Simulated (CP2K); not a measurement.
Vinyl acetate has these distinct C atoms: C1 (bonded to C and 3 H), C2 (bonded to C and 2 O), C5 (bonded to C, O and H) and C6 (bonded to C and 2 H).

```xyz
12

C     2.1332   -0.5027   -0.0324
C     0.7056   -0.1869   -0.3934
O     0.2467   -0.1383   -1.5156
O    -0.0241    0.0429    0.7579
C    -1.3837    0.3560    0.7595
C    -2.2291    0.5209   -0.2611
H     2.1732   -1.4032    0.5950
H     2.7090   -0.6606   -0.9480
H     2.5685    0.3194    0.5506
H    -1.6945    0.4602    1.7983
H    -1.9457    0.4239   -1.3018
H    -3.2592    0.7684   -0.0089
```

Their partial C K spectra (CP2K XAS_TDP, all-electron GAPW, PBEh(45%), aug-cc-pVDZ, TDA, GW2X-corrected core level, no relativity) are given in random order, each times the number of alike atoms.

Gaussian full width 0.5 eV, oscillator strength per eV, alike atoms added, rows of zeros left out:

| E (eV) | curve 1 | curve 2 | curve 3 | curve 4 |
| --- | --- | --- | --- | --- |
| 286.75 | 0.000 | 0.007 | 0.000 | 0.000 |
| 287.00 | 0.000 | 0.050 | 0.000 | 0.000 |
| 287.25 | 0.000 | 0.088 | 0.000 | 0.000 |
| 287.50 | 0.000 | 0.040 | 0.000 | 0.000 |
| 287.75 | 0.000 | 0.005 | 0.000 | 0.000 |
| 288.50 | 0.000 | 0.000 | 0.000 | 0.009 |
| 288.75 | 0.000 | 0.000 | 0.000 | 0.060 |
| 289.00 | 0.000 | 0.000 | 0.000 | 0.103 |
| 289.25 | 0.000 | 0.000 | 0.000 | 0.045 |
| 289.50 | 0.001 | 0.000 | 0.000 | 0.005 |
| 289.75 | 0.020 | 0.002 | 0.001 | 0.000 |
| 290.00 | 0.101 | 0.011 | 0.002 | 0.000 |
| 290.25 | 0.129 | 0.014 | 0.001 | 0.000 |
| 290.50 | 0.042 | 0.006 | 0.005 | 0.000 |
| 290.75 | 0.003 | 0.011 | 0.009 | 0.000 |
| 291.00 | 0.000 | 0.020 | 0.005 | 0.000 |
| 291.25 | 0.000 | 0.013 | 0.015 | 0.002 |
| 291.50 | 0.000 | 0.015 | 0.064 | 0.021 |
| 291.75 | 0.000 | 0.018 | 0.074 | 0.045 |
| 292.00 | 0.000 | 0.013 | 0.024 | 0.027 |
| 292.25 | 0.000 | 0.012 | 0.006 | 0.010 |
| 292.50 | 0.000 | 0.012 | 0.012 | 0.021 |
| 292.75 | 0.000 | 0.014 | 0.020 | 0.038 |
| 293.00 | 0.000 | 0.009 | 0.026 | 0.038 |
| 293.25 | 0.000 | 0.007 | 0.038 | 0.022 |
| 293.50 | 0.000 | 0.010 | 0.031 | 0.006 |
| 293.75 | 0.000 | 0.015 | 0.022 | 0.003 |
| 294.00 | 0.000 | 0.009 | 0.038 | 0.005 |
| 294.25 | 0.000 | 0.005 | 0.056 | 0.012 |
| 294.50 | 0.000 | 0.006 | 0.031 | 0.014 |
| 294.75 | 0.002 | 0.005 | 0.011 | 0.014 |
| 295.00 | 0.003 | 0.006 | 0.006 | 0.012 |
| 295.25 | 0.001 | 0.006 | 0.004 | 0.009 |
| 295.50 | 0.005 | 0.006 | 0.005 | 0.011 |
| 295.75 | 0.018 | 0.007 | 0.006 | 0.010 |
| 296.00 | 0.040 | 0.004 | 0.009 | 0.006 |
| 296.25 | 0.051 | 0.003 | 0.007 | 0.005 |
| 296.50 | 0.036 | 0.004 | 0.005 | 0.006 |

**Question.** Which curve belongs to which atom?

Curve 1: C2 (bonded to C and 2 O), leading line at 290.17 eV (f = 0.074 an atom), ionisation energy 296.71 eV, term value 6.54 eV. Curve 2: C6 (bonded to C and 2 H), leading line at 287.23 eV (f = 0.048 an atom), ionisation energy 292.01 eV, term value 4.78 eV. Curve 3: C1 (bonded to C and 3 H), leading line at 291.62 eV (f = 0.023 an atom), ionisation energy 292.95 eV, term value 1.33 eV. Curve 4: C5 (bonded to C, O and H), leading line at 288.97 eV (f = 0.056 an atom), ionisation energy 293.96 eV, term value 4.99 eV. The leading line of an atom is its first one with 35 % of the strongest within 2.5 eV of its lowest line over the strength cut. A line lies at the core ionisation energy, which rises as an atom loses charge to its neighbours or to a π system, less the term value, which is large for a low π* or σ* orbital with weight on that atom.

[Banner, clock and machine lines of the logs are left out without a mark of their own.]

[Logs are printed without paths, hosts, clocks, repeated set-up lines and the standing remarks that a program may print on its own settings, such as how far it seeks lower states.]

[Hosts, paths, dates, database ids (printed as entryN), source tags and the programs' standing remarks are cut or masked in the printed files.]
